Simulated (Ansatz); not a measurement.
**Twisted Zr2CO2 MXene bilayer, 87.80° (130 atoms): geometry optimisation**

How does twisted Zr2CO2 MXene bilayer, 87.80° (130 atoms) relax, and what do bonds, charges and levels look like afterwards?

Main program and level: Ansatz 0.2.0; Kohn-Sham DFT, r2SCAN+D4, PAW (set soft_2), plane waves.

### Step 1. The structure

The cell holds 130 atoms: 26 C, 52 Zr and 52 O. Cell: a = 11.934 Å, b = 11.934 Å, c = 28.110 Å, α = 90.0°, β = 90.0°, γ = 120.0°. It derives from Zr2CO2 (Zr2CO2 MXene). Zr2CO2 MXene (a = 3.31 Å) under Zr2CO2 MXene (a = 3.31 Å), bilayer, commensurate cell of 13 unit cells a layer, twist 87.80 deg; facing planes 2.91 Å apart; 16 Å of vacuum; layers as built, displaced by a Gaussian of 0.01 Å. Regions: layer 1, 65 atoms (13 C, 26 Zr and 26 O); layer 2, 65 atoms (13 C, 26 Zr and 26 O). Vacuum lies along c.

Limits known from the start: The Brillouin zone is sampled at Γ only, in a cell whose shortest periodic width is 10 Å.

### Step 2. Single point at the start

The forces at the start show how far the geometry lies from a minimum of this functional.

File input.yaml:

```yaml
crystal:
  lattice:
    - [11.9344, 0.0, 0.0]
    - [-5.9672, 10.33549, 0.0]
    - [0.0, 0.0, 28.11]
  atoms:
    - { symbol: C, position: [0.00043, 0.9998, 0.36604] }
    - { symbol: Zr, position: [0.12739, 0.17964, 0.41504] }
    - { symbol: Zr, position: [0.1809, 0.05003, 0.31734] }
    - { symbol: O, position: [0.18007, 0.05155, 0.44757] }
    - { symbol: O, position: [0.1292, 0.18067, 0.28417] }
    - { symbol: C, position: [0.07574, 0.30743, 0.3662] }
    - { symbol: Zr, position: [0.20523, 0.48755, 0.41481] }
    - { symbol: Zr, position: [0.25581, 0.35812, 0.31751] }
    - { symbol: O, position: [0.2583, 0.35934, 0.44787] }
    - { symbol: O, position: [0.20463, 0.48653, 0.28461] }
    - { symbol: C, position: [0.15163, 0.61435, 0.36726] }
    - { symbol: Zr, position: [0.28117, 0.79521, 0.41589] }
    - { symbol: Zr, position: [0.33256, 0.66575, 0.31786] }
    - { symbol: O, position: [0.33328, 0.66685, 0.44757] }
    - { symbol: O, position: [0.28107, 0.79425, 0.28392] }
    - { symbol: C, position: [0.22894, 0.9217, 0.3661] }
    - { symbol: Zr, position: [0.35914, 0.10254, 0.41513] }
    - { symbol: Zr, position: [0.40978, 0.97357, 0.31759] }
    - { symbol: O, position: [0.40842, 0.97312, 0.4487] }
    - { symbol: O, position: [0.35958, 0.10356, 0.28414] }
    - { symbol: C, position: [0.30948, 0.23226, 0.36661] }
    - { symbol: Zr, position: [0.43576, 0.41164, 0.41508] }
    - { symbol: Zr, position: [0.48753, 0.28265, 0.31746] }
    - { symbol: O, position: [0.48692, 0.28133, 0.44826] }
    - { symbol: O, position: [0.43495, 0.40942, 0.28527] }
    - { symbol: C, position: [0.38404, 0.5381, 0.36677] }
    - { symbol: Zr, position: [0.51225, 0.71728, 0.41483] }
    - { symbol: Zr, position: [0.5652, 0.58823, 0.31839] }
    - { symbol: O, position: [0.5646, 0.58922, 0.44785] }
    - { symbol: O, position: [0.51266, 0.71694, 0.28467] }
    - { symbol: C, position: [0.46215, 0.84656, 0.36627] }
    - { symbol: Zr, position: [0.59025, 0.02643, 0.41578] }
    [... 92 atom lines left out ...]
    - { symbol: O, position: [0.02521, 0.58944, 0.55189] }
    - { symbol: C, position: [0.92217, 0.23067, 0.63351] }
    - { symbol: Zr, position: [0.1027, 0.35896, 0.68195] }
    - { symbol: Zr, position: [0.05158, 0.17753, 0.58492] }
    - { symbol: O, position: [0.05201, 0.17866, 0.71559] }
    - { symbol: O, position: [0.10343, 0.3599, 0.55186] }
kpoints:
  mp_grid: { grid: [1, 1, 1] }
hamiltonian:
  xc: r2scan
  dispersion: d4
scf:
  occupations: { method: fermi_dirac, width: 0.025 }
output:
  forces: true
  populations: true
  dos:
    method: { smearing: { sigma: 0.1 } }
    de: 0.1
    projected:
      site_lists:
        C: [C]
        O: [O]
        Zr: [Zr]
        layer_1: [0, 1, 2, 3, 4, 5, 6, 7, 8, 9, 10, 11, 12, 13, 14, 15, 16, 17, 18, 19, 20, 21, 22, 23, 24, 25, 26, 27, 28, 29, 30, 31, 32, 33, 34, 35, 36, 37, 38, 39, 40, 41, 42, 43, 44, 45, 46, 47, 48, 49, 50, 51, 52, 53, 54, 55, 56, 57, 58, 59, 60, 61, 62, 63, 64]
        layer_2: [65, 66, 67, 68, 69, 70, 71, 72, 73, 74, 75, 76, 77, 78, 79, 80, 81, 82, 83, 84, 85, 86, 87, 88, 89, 90, 91, 92, 93, 94, 95, 96, 97, 98, 99, 100, 101, 102, 103, 104, 105, 106, 107, 108, 109, 110, 111, 112, 113, 114, 115, 116, 117, 118, 119, 120, 121, 122, 123, 124, 125, 126, 127, 128, 129]
  eigenvalues: true
```

Launch:

```console
ansatz run input.yaml --threads 8 --pin off --max-ram 15872MiB --backend cpu --events-out ev --progress --plain --runs-dir out
```

Numbers of over 12 decimals in the logs are rounded to 6 here.

The log of the run:

```text
Engine: ansatz 0.2.0, x86_64-unknown-linux-gnu
Pseudopotentials: kind: paw
Pseudopotential: C, paw, valence charge 4, recommended cutoff 500 eV (meta_gga), C.paw.azcp
Pseudopotential: Zr, paw, valence charge 12, recommended cutoff 500 eV (meta_gga), Zr.paw.azcp
Pseudopotential: O, paw, valence charge 6, recommended cutoff 500 eV (meta_gga), O.paw.azcp
[... 6 lines on functional and potentials left out ...]
Crystal: 130 atoms, lattice volume = 3467.309 Å³
Basis set: ecut = 500 eV, 88051 PW (Γ), exchange–correlation on 360×360×864 points (64 copies of the dense FFT grid, shifted against one another)
Bands: 650, of which v1, the nominal top of the filled ones, is band 520 counted from 1 (519 counted from 0)
Symmetry: 1 space group operations
Space group: P1 (ITA 1), of the structure as read, at distance tolerance 1.5e-4 Å
k-points: 1
[... 10 lines on functional and potentials left out ...]
Initial density: superposition of atomic densities (neutral atoms: chi_scale 0, normalization atom), corrected by the library's trained network
Initial wavefunctions: pseudopotential atomic-orbital guess
Functional: x = r2scan, c = r2scan; τ floored in thin density (d = 2e-4 eV/Å³)
SCF iter   1: F=—  HF=-254436.329709 eV  |F-HF|=—  |Δ(HF+E_count)|=         —  Δρ=1.07e-2  dr2=5.48e0  dr2_τ=8.38e0  ethr=1.77e-3  ⟨swp⟩=9.0  Hψ=2707  notcnv=0  defer=80
preconditioner: auto → Resta (q_TF=auto, 2.232 Å⁻¹)  ε∞=3.3  [insulator: Δε(μ)=1.855 eV  Ē_g=10.381 eV  σ=0.025 eV  W_gap=1.00  n_scr=636 (ndim 8)  ℏωp=15.8 eV  f_vac=0.491  D(μ)=0.00/eV (n_scr^D=0)  ε∞_Penn≈3.3  vacuum switching on, ρ_ref=7.8e-3 e/Å³]
SCF iter   2: F=—  HF=-254438.513799 eV  |F-HF|=—  |Δ(HF+E_count)|=    2.18e0  Δρ=4.85e-3  dr2=3.55e-1  dr2_τ=2.13e-1  ethr=5.27e-4  ⟨swp⟩=2.0  Hψ=1083  notcnv=0  defer=106
SCF iter   3: F=—  HF=-254438.591803 eV  |F-HF|=—  |Δ(HF+E_count)|=   7.80e-2  Δρ=2.23e-3  dr2=1.27e-1  dr2_τ=9.07e-3  ethr=3.41e-5  ⟨swp⟩=2.0  Hψ=879  notcnv=0  defer=106
SCF iter   4: F=—  HF=-254438.627091 eV  |F-HF|=—  |Δ(HF+E_count)|=   3.53e-2  Δρ=1.09e-3  dr2=7.34e-2  dr2_τ=5.66e-3  ethr=1.22e-5  ⟨swp⟩=4.0  Hψ=1347  notcnv=0  defer=106
SCF iter   5: F=—  HF=-254438.622087 eV  |F-HF|=—  |Δ(HF+E_count)|=   5.00e-3  Δρ=2.69e-4  dr2=3.18e-3  dr2_τ=2.85e-4  ethr=7.06e-6  ⟨swp⟩=2.0  Hψ=829  notcnv=0  defer=106
SCF iter   6: F=—  HF=-254438.622493 eV  |F-HF|=—  |Δ(HF+E_count)|=   4.06e-4  Δρ=1.60e-4  dr2=1.24e-3  dr2_τ=1.21e-4  ethr=3.05e-7  ⟨swp⟩=3.0  Hψ=857  notcnv=0  defer=106
SCF iter   7: F=—  HF=-254438.622548 eV  |F-HF|=—  |Δ(HF+E_count)|=   5.48e-5  Δρ=5.55e-5  dr2=9.45e-5  dr2_τ=4.56e-6  ethr=1.19e-7  ⟨swp⟩=2.0  Hψ=778  notcnv=0  defer=106
SCF iter   8: F=—  HF=-254438.625249 eV  |F-HF|=—  |Δ(HF+E_count)|=   2.70e-3  Δρ=1.26e-5  dr2=1.15e-5  dr2_τ=6.48e-7  ethr=9.09e-9  ⟨swp⟩=2.0  Hψ=962  notcnv=0  defer=106
SCF iter   9: F=—  HF=-254438.625250 eV  |F-HF|=—  |Δ(HF+E_count)|=   5.87e-7  Δρ=6.36e-6  dr2=1.86e-6  dr2_τ=1.20e-7  ethr=1.11e-9  ⟨swp⟩=4.0  Hψ=1278  notcnv=0  defer=106
SCF iter  10: F=—  HF=-254438.625250 eV  |F-HF|=—  |Δ(HF+E_count)|=   1.84e-8  Δρ=1.75e-6  dr2=1.22e-7  dr2_τ=1.11e-8  ethr=1.79e-10  ⟨swp⟩=2.0  Hψ=842  notcnv=0  defer=106
SCF iter  11: F=-254438.625250 eV  HF=-254438.625250 eV  |F-HF|=4.79e-8  |Δ(HF+E_count)|=   1.04e-7  Δρ=1.31e-6  dr2=8.12e-8  dr2_τ=7.52e-9  ethr=9.62e-12  ⟨swp⟩=14.0  Hψ=3206  notcnv=0
SCF 1 converged in 11 iterations: F = -254438.625250 eV  dr2 = 8.12e-8
  greatest PAW one-centre occupation: 0.991 electrons in one spin orbital (limit 2), on the Zr atom at site 21 (counted from 0), in its partial waves of l = 1
SCF converged after 11 iterations
Free energy (F): -254438.625250 eV
Harris-Foulkes:  -254438.625250 eV  (|F-HF|=4.79e-8)
Internal energy: -254438.625250 eV  (E = F + TS)
E sigma→0 (E₀):  -254438.625250 eV
Fermi energy:    3.704466 eV
--- Per-component energies (eV) ---
  E_band       = -14958.228576
  E_kinetic    = 28842.874188
  E_local      = -964331.484204  (includes V_loc(G=0)·N_el)
  E_nonlocal   = 7089.226649
  E_hartree    = 468415.151562
  E_xc         = -13240.614589
  E_vxc        = -18300.499495  (∫ρ·V_xc dr)
  E_paw        = -165347.617481  (= ΣΔE_a)
  E_vpaw       = -6184.614432  (= ΣTr[D̂ρ^β])
  E_aug_tail   = 0.054786  (compensation charges beyond the density's cutoff)
  E_vtau       = 1095.960979  (kinetic-family band-sum trace: ∫τ·v_τ [+ j·A + Jᵃ·Aᵃ] dr)
  E_ewald      = 384152.620966
  E_disp       = -7.965516  (pairwise vdW)
  E_core_change = -10.871611  (= ΣΔE_core)
  E_smearing   = -0.000000  (= −TS)
  E_closure    = -0.000000  (closes the sum)
  Σ components = -254438.625250   (vs F -254438.625250, Δ=0.00e0)
--- Forces (eV/Å), atoms counted from 1 ---
  atom   1  C     -0.07728771     0.11055265     0.30923278
  atom   2  Zr     0.31980289     0.17406780     0.66273895
  atom   3  Zr    -0.44333529     0.19112046    -0.95288304
  atom   4  O     -0.03310744    -0.03133340    -0.08716399
  atom   5  O     -0.00866935    -0.12833320     0.46874127
  atom   6  C      0.17888544    -0.01935430     0.14296291
  atom   7  Zr    -0.10820810    -0.08433760     1.02820929
  atom   8  Zr    -0.05697133    -0.08596304    -0.87804509
  atom   9  O     -0.27430673    -0.05443822    -0.20087344
  atom  10  O     -0.02236697     0.09428964     0.38019301
  atom  11  C      0.25252025     0.07083825    -0.37115070
  atom  12  Zr     0.09384148    -0.15930278     0.73818208
  atom  13  Zr     0.04231157     0.04673802    -0.98307879
  atom  14  O     -0.03635646     0.00506007    -0.22666425
[...]
atom 129  O     -0.09615236     0.08732701    -0.36719314
  atom 130  O      0.00213152    -0.11229795     0.31137151
  max |Σ_I F_I| component: 8.33e-5 eV/Å
--- Band table (eV) ---
  k-point 0: bands = ["-47.5058", "-47.4690", "-47.4643", "-47.4546", [... 634 levels ...], "7.6248", "7.6284", "7.6363", "7.6461", "7.6549", "7.6673", "7.6824", "7.6941", "7.7008", "7.7062", "7.7083", "7.7132"]
--- Löwdin populations: 130 sites ---
  site symbol       q [e]
     0      C      4.9646
     1     Zr     10.7582
     2     Zr     10.7410
[...]
129      O      6.6808
  spilling = 0.004213 (of n_electrons = 1040.000000)
```

Run time: 37 s. Hardware: 8 threads of AMD EPYC 9R45, shared host; peak memory 11 GiB; 4.7 min of CPU time.

The column dr2 measures how far the density is from self-consistency, as an energy; F and HF (Harris–Foulkes) agree once it is small.

The run gave:

| Item | Value |
| --- | --- |
| free energy | -254438.6253 eV |
| free energy per atom | -1957.2202 eV/atom |
| SCF cycles | 11 |
| r.m.s. force component | 0.396 eV/Å |
| longest force | 1.311 eV/Å |
| Fermi energy | 3.704 eV |
| gap (highest filled to lowest empty level) | 1.658 eV |
| spilling of the projection | 0.004213 |

The r.m.s. force component of 0.40 eV/Å sets the starting point.

Length of the force by element:

| element | coordination | atoms | mean length of the force (eV/Å) | spread | least | most |
| --- | --- | --- | --- | --- | --- | --- |
| C | all | 26 | 0.223 | 0.0785 | 0.108 | 0.455 |
| O | all | 52 | 0.359 | 0.126 | 0.0984 | 0.648 |
| Zr | all | 52 | 0.987 | 0.169 | 0.613 | 1.31 |

### Step 3. Relaxation

With the cell held, the atoms are moved downhill towards a nearby minimum.

input.yaml, the sections that differ from step 2:

```yaml
output:
  forces: true
relax:
  f_tol: 0.05
  max_steps: 76
# crystal, kpoints, hamiltonian, scf: as in step 2
```

The log of the run:

```text
[...]
Crystal: 130 atoms, lattice volume = 3467.309 Å³
Basis set: ecut = 500 eV, 88051 PW (Γ), exchange–correlation on 360×360×864 points (64 copies of the dense FFT grid, shifted against one another)
Bands: 650, of which v1, the nominal top of the filled ones, is band 520 counted from 1 (519 counted from 0)
Symmetry: 1 space group operations
[...]
k-points: 1
[...]
SCF iter   1: F=—  HF=-254436.329704 eV  |F-HF|=—  |Δ(HF+E_count)|=         —  Δρ=1.07e-2  dr2=5.48e0  dr2_τ=8.38e0  ethr=1.77e-3  ⟨swp⟩=9.0  Hψ=2707  notcnv=0  defer=80
[...]
SCF iter   3: F=—  HF=-254438.591681 eV  |F-HF|=—  |Δ(HF+E_count)|=   7.79e-2  Δρ=2.23e-3  dr2=1.26e-1  dr2_τ=9.04e-3  ethr=3.41e-5  ⟨swp⟩=2.0  Hψ=879  notcnv=0  defer=59
automatic band count: iteration 3 solves 603 bands in place of 650: the levels show a gap, and the empty bands left out lie too high to hold charge; the band table lists the bands solved (type scf.n_extra_bands for more)
SCF iter   4: F=—  HF=-254438.627106 eV  |F-HF|=—  |Δ(HF+E_count)|=   3.54e-2  Δρ=1.09e-3  dr2=7.30e-2  dr2_τ=5.64e-3  ethr=1.21e-5  ⟨swp⟩=4.0  Hψ=1347  notcnv=0  defer=59
[...]
SCF iter   8: F=-254438.625243 eV  HF=-254438.625250 eV  |F-HF|=6.78e-6  |Δ(HF+E_count)|=   3.79e-5  Δρ=1.25e-5  dr2=1.07e-5  dr2_τ=7.19e-7  ethr=6.01e-9  ⟨swp⟩=4.0  Hψ=1907  notcnv=0
SCF 1 converged in 8 iterations: F = -254438.625243 eV  dr2 = 1.07e-5
[...]
relax step   1: F+E_penalty+E_count = -254438.62524278 eV  Δ(F+E_penalty+E_count) = +0.000e0 eV  max|allowed force component| = 1.298e0 eV/Å  Δτ_max = 0.0000 Å  (8 SCF iters, dr2 threshold 6.25e-5 eV, accepted)
[...]
relax step   2: F+E_penalty+E_count = -254435.68278503 eV  Δ(F+E_penalty+E_count) = +2.942e0 eV  max|allowed force component| = 1.911e0 eV/Å  Δτ_max = 0.1845 Å  (9 SCF iters, dr2 threshold 1.00e-4 eV, rejected (line search))
[...]
relax step   3: F+E_penalty+E_count = -254439.56519635 eV  Δ(F+E_penalty+E_count) = -9.400e-1 eV  max|allowed force component| = 8.707e-2 eV/Å  Δτ_max = 0.0922 Å  (11 SCF iters, accepted)
[...]
relax step   4: F+E_penalty+E_count = -254439.57334794 eV  Δ(F+E_penalty+E_count) = -8.152e-3 eV  max|allowed force component| = 1.943e-2 eV/Å  Δτ_max = 0.0096 Å  (9 SCF iters, accepted)
[...]
SCF iter   2: F=-254439.573348 eV  HF=-254439.573348 eV  |F-HF|=1.77e-8  |Δ(HF+E_count)|=   1.60e-8  Δρ=3.78e-7  dr2=1.05e-8  dr2_τ=8.35e-10  ethr=4.43e-12  ⟨swp⟩=4.0  Hψ=1404  notcnv=0
SCF 5 converged in 2 iterations: F = -254439.573348 eV  dr2 = 1.05e-8
SCF converged after 2 iterations
Free energy (F): -254439.573348 eV
[...]
Internal energy: -254439.573348 eV  (E = F + TS)
E sigma→0 (E₀):  -254439.573348 eV
Fermi energy:    3.999761 eV
[...]
--- Forces (eV/Å), atoms counted from 1 ---
  atom   1  C     -0.00052442    -0.00111263     0.00921259
  atom   2  Zr     0.00438156     0.00006500    -0.01586242
  atom   3  Zr    -0.00208345     0.00142758    -0.01317142
  atom   4  O      0.00016267     0.00175135     0.01382618
  atom   5  O     -0.00052290    -0.00133951     0.01047046
  atom   6  C     -0.00074495     0.00023290     0.00750614
  atom   7  Zr     0.00044584     0.00069742    -0.01508375
  atom   8  Zr     0.00137541    -0.00174052    -0.01286704
  atom   9  O     -0.00187594     0.00065164     0.01057101
  atom  10  O      0.00108900     0.00214196     0.00889962
  atom  11  C      0.00353561     0.00032034     0.00856629
  atom  12  Zr    -0.00248186    -0.00339652    -0.01522728
  atom  13  Zr     0.00029850    -0.00373283    -0.01316895
  atom  14  O      0.00201909     0.00042570     0.00996937
[...]
atom 129  O     -0.00033503    -0.00293673    -0.00760180
  atom 130  O      0.00419343    -0.00176922    -0.00803747
  max |Σ_I F_I| component: 6.59e-5 eV/Å
--- Relaxed structure (4 steps of the walk, 3 accepted, 0 SCFs on fresh bases) ---
  F+E_penalty+E_count = -254439.57334794 eV   max|allowed force component| = 1.943e-2 eV/Å
  atoms:
    - { symbol: C, position: [-0.000154627, 0.999815, 0.367752] }
    - { symbol: Zr, position: [0.128235, 0.179226, 0.417433] }
    - { symbol: Zr, position: [0.179331, 0.051064, 0.318045] }
    - { symbol: O, position: [0.179271, 0.050075, 0.449463] }
[...]
- { symbol: O, position: [0.102689, 0.358818, 0.550233] }
```

Run time: 1.8 min. Hardware: 8 threads; peak memory 11 GiB; 14 min of CPU time.

Relaxation path:

| step | energy less that of the first step (eV) | largest force component (eV/Å) |
| --- | --- | --- |
| 1 | 0.0000 | 1.2983 |
| 2 | 2.9425 | 1.9111 |
| 3 | -0.9400 | 0.0871 |
| 4 | -0.9481 | 0.0194 |

Relaxation step 2 was tried and not accepted.

The atoms that moved most (Å):

| atom | dx | dy | dz | length |
| --- | --- | --- | --- | --- |
| Zr93 | 0.015 | -0.002 | -0.096 | 0.098 |
| Zr73 | 0.020 | -0.001 | -0.082 | 0.085 |
| Zr57 | 0.005 | 0.016 | 0.082 | 0.084 |
| Zr22 | 0.007 | -0.015 | 0.077 | 0.079 |
| Zr103 | 0.016 | 0.019 | -0.074 | 0.079 |
| Zr128 | -0.020 | 0.018 | -0.067 | 0.073 |
| Zr47 | -0.023 | 0.013 | 0.066 | 0.071 |
| Zr98 | 0.010 | -0.009 | -0.070 | 0.071 |

The relaxation changed the energy by -7.29 meV/atom, and atoms moved by 0.045 Å r.m.s., 0.098 Å at most.

### Step 4. Distances and neighbours after relaxation

Bonds before and after, by the cutoffs listed below:

| pair | bonds before | bonds after | mean before (Å) | mean after (Å) | spread before (Å) | spread after (Å) |
| --- | --- | --- | --- | --- | --- | --- |
| O-Zr | 156 | 156 | 2.126 | 2.115 | 0.015 | 0.003 |
| Zr-C | 156 | 156 | 2.351 | 2.367 | 0.013 | 0.003 |

Normalised to the volume that the atoms fill. g(r), total and by pair (bins of 0.2 Å):

| r (Å) | total | O-O | O-Zr | O-C | Zr-Zr | Zr-C | C-C |
| --- | --- | --- | --- | --- | --- | --- | --- |
| 2.10 | 2.81 | 0.00 | 8.80 | 0.00 | 0.00 | 0.00 | 0.00 |
| 2.30 | 2.25 | 0.00 | 0.00 | 0.00 | 0.00 | 14.10 | 0.00 |
| 2.50 | 0.00 | 0.00 | 0.00 | 0.00 | 0.00 | 0.00 | 0.00 |
| 2.70 | 0.00 | 0.00 | 0.00 | 0.00 | 0.00 | 0.00 | 0.00 |
| 2.90 | 1.50 | 0.41 | 0.00 | 9.00 | 0.00 | 0.00 | 0.00 |
| 3.10 | 0.00 | 0.00 | 0.00 | 0.00 | 0.00 | 0.00 | 0.00 |
| 3.30 | 3.53 | 7.78 | 0.00 | 0.00 | 10.70 | 0.00 | 14.40 |
| 3.50 | 0.00 | 0.00 | 0.00 | 0.00 | 0.00 | 0.00 | 0.00 |
| 3.70 | 0.42 | 0.44 | 1.08 | 0.00 | 0.00 | 0.00 | 0.00 |
| 3.90 | 0.95 | 0.20 | 2.88 | 0.00 | 0.00 | 0.00 | 0.00 |
| 4.10 | 0.77 | 0.00 | 0.00 | 0.00 | 0.00 | 4.79 | 0.00 |
| 4.30 | 0.19 | 0.49 | 0.35 | 0.00 | 0.00 | 0.00 | 0.00 |
| 4.50 | 0.68 | 0.00 | 0.14 | 3.97 | 0.00 | 0.00 | 0.00 |
| 4.70 | 0.42 | 0.14 | 0.27 | 0.00 | 1.94 | 0.00 | 0.00 |
| 4.90 | 1.41 | 1.86 | 3.34 | 0.00 | 0.25 | 0.00 | 0.00 |
| 5.10 | 1.06 | 0.24 | 3.14 | 0.11 | 0.00 | 0.00 | 0.00 |
| 5.30 | 1.13 | 0.11 | 0.27 | 0.33 | 0.28 | 5.80 | 0.00 |
| 5.50 | 0.93 | 0.10 | 0.10 | 5.45 | 0.05 | 0.00 | 0.00 |
| 5.70 | 1.52 | 2.62 | 0.14 | 0.29 | 5.09 | 0.00 | 4.85 |
| 5.90 | 0.33 | 1.30 | 0.18 | 0.35 | 0.09 | 0.00 | 0.00 |
| 6.10 | 0.17 | 0.08 | 0.08 | 0.33 | 0.16 | 0.33 | 0.00 |
| 6.30 | 0.21 | 0.31 | 0.16 | 0.30 | 0.16 | 0.23 | 0.00 |
| 6.50 | 0.16 | 0.00 | 0.27 | 0.18 | 0.07 | 0.22 | 0.00 |
| 6.70 | 0.95 | 1.95 | 0.27 | 0.24 | 2.02 | 0.27 | 3.62 |
| 6.90 | 1.55 | 1.77 | 3.58 | 0.38 | 0.13 | 0.26 | 0.00 |
| 7.10 | 0.69 | 0.19 | 0.24 | 0.06 | 0.03 | 3.52 | 0.00 |
| 7.30 | 0.70 | 0.12 | 0.23 | 3.35 | 0.26 | 0.17 | 0.00 |
| 7.50 | 0.91 | 0.33 | 1.55 | 0.27 | 1.67 | 0.27 | 0.26 |

Bonds by pair of elements; cutoffs follow the first minimum of g(r), held within bounds set by covalent radii, and pairs that aren't listed don't count as bonded:

| pair A-B | cutoff (Å) | bonds | mean length (Å) | spread (Å) | shortest (Å) | B about A | A about B |
| --- | --- | --- | --- | --- | --- | --- | --- |
| O-Zr | 2.82 | 156 | 2.12 | 0.003 | 2.10 | 3 | 3 |
| Zr-C | 2.81 | 156 | 2.37 | 0.003 | 2.36 | 3 | 6 |

How many atoms have how many bonded neighbours:

| element | mean | 3 | 6 |
| --- | --- | --- | --- |
| C | 6 | 0 | 26 |
| O | 3 | 52 | 0 |
| Zr | 6 | 0 | 52 |

Bond angles (no mean is given where the spread exceeds 20°):

| angle | count | mean (°) | spread (°) |
| --- | --- | --- | --- |
| C-Zr-O | 468 | - | - |
| Zr-C-Zr | 390 | - | - |
| O-Zr-O | 156 | 103 | 0.2 |
| C-Zr-C | 156 | 88.7 | 0.1 |
| Zr-O-Zr | 156 | 103 | 0.2 |

Counting bonds as in the table, all C atoms have 6, all O atoms have 3 and all Zr atoms have 6 bonded neighbours.

(Part 1 of 2 ends here.)

[Logs are printed without paths, hosts, clocks, repeated set-up lines and the standing remarks that a program may print on its own settings, such as how far it seeks lower states.]

[Hosts, paths, dates, database ids (printed as entryN), source tags and the programs' standing remarks are cut or masked in the printed files.]
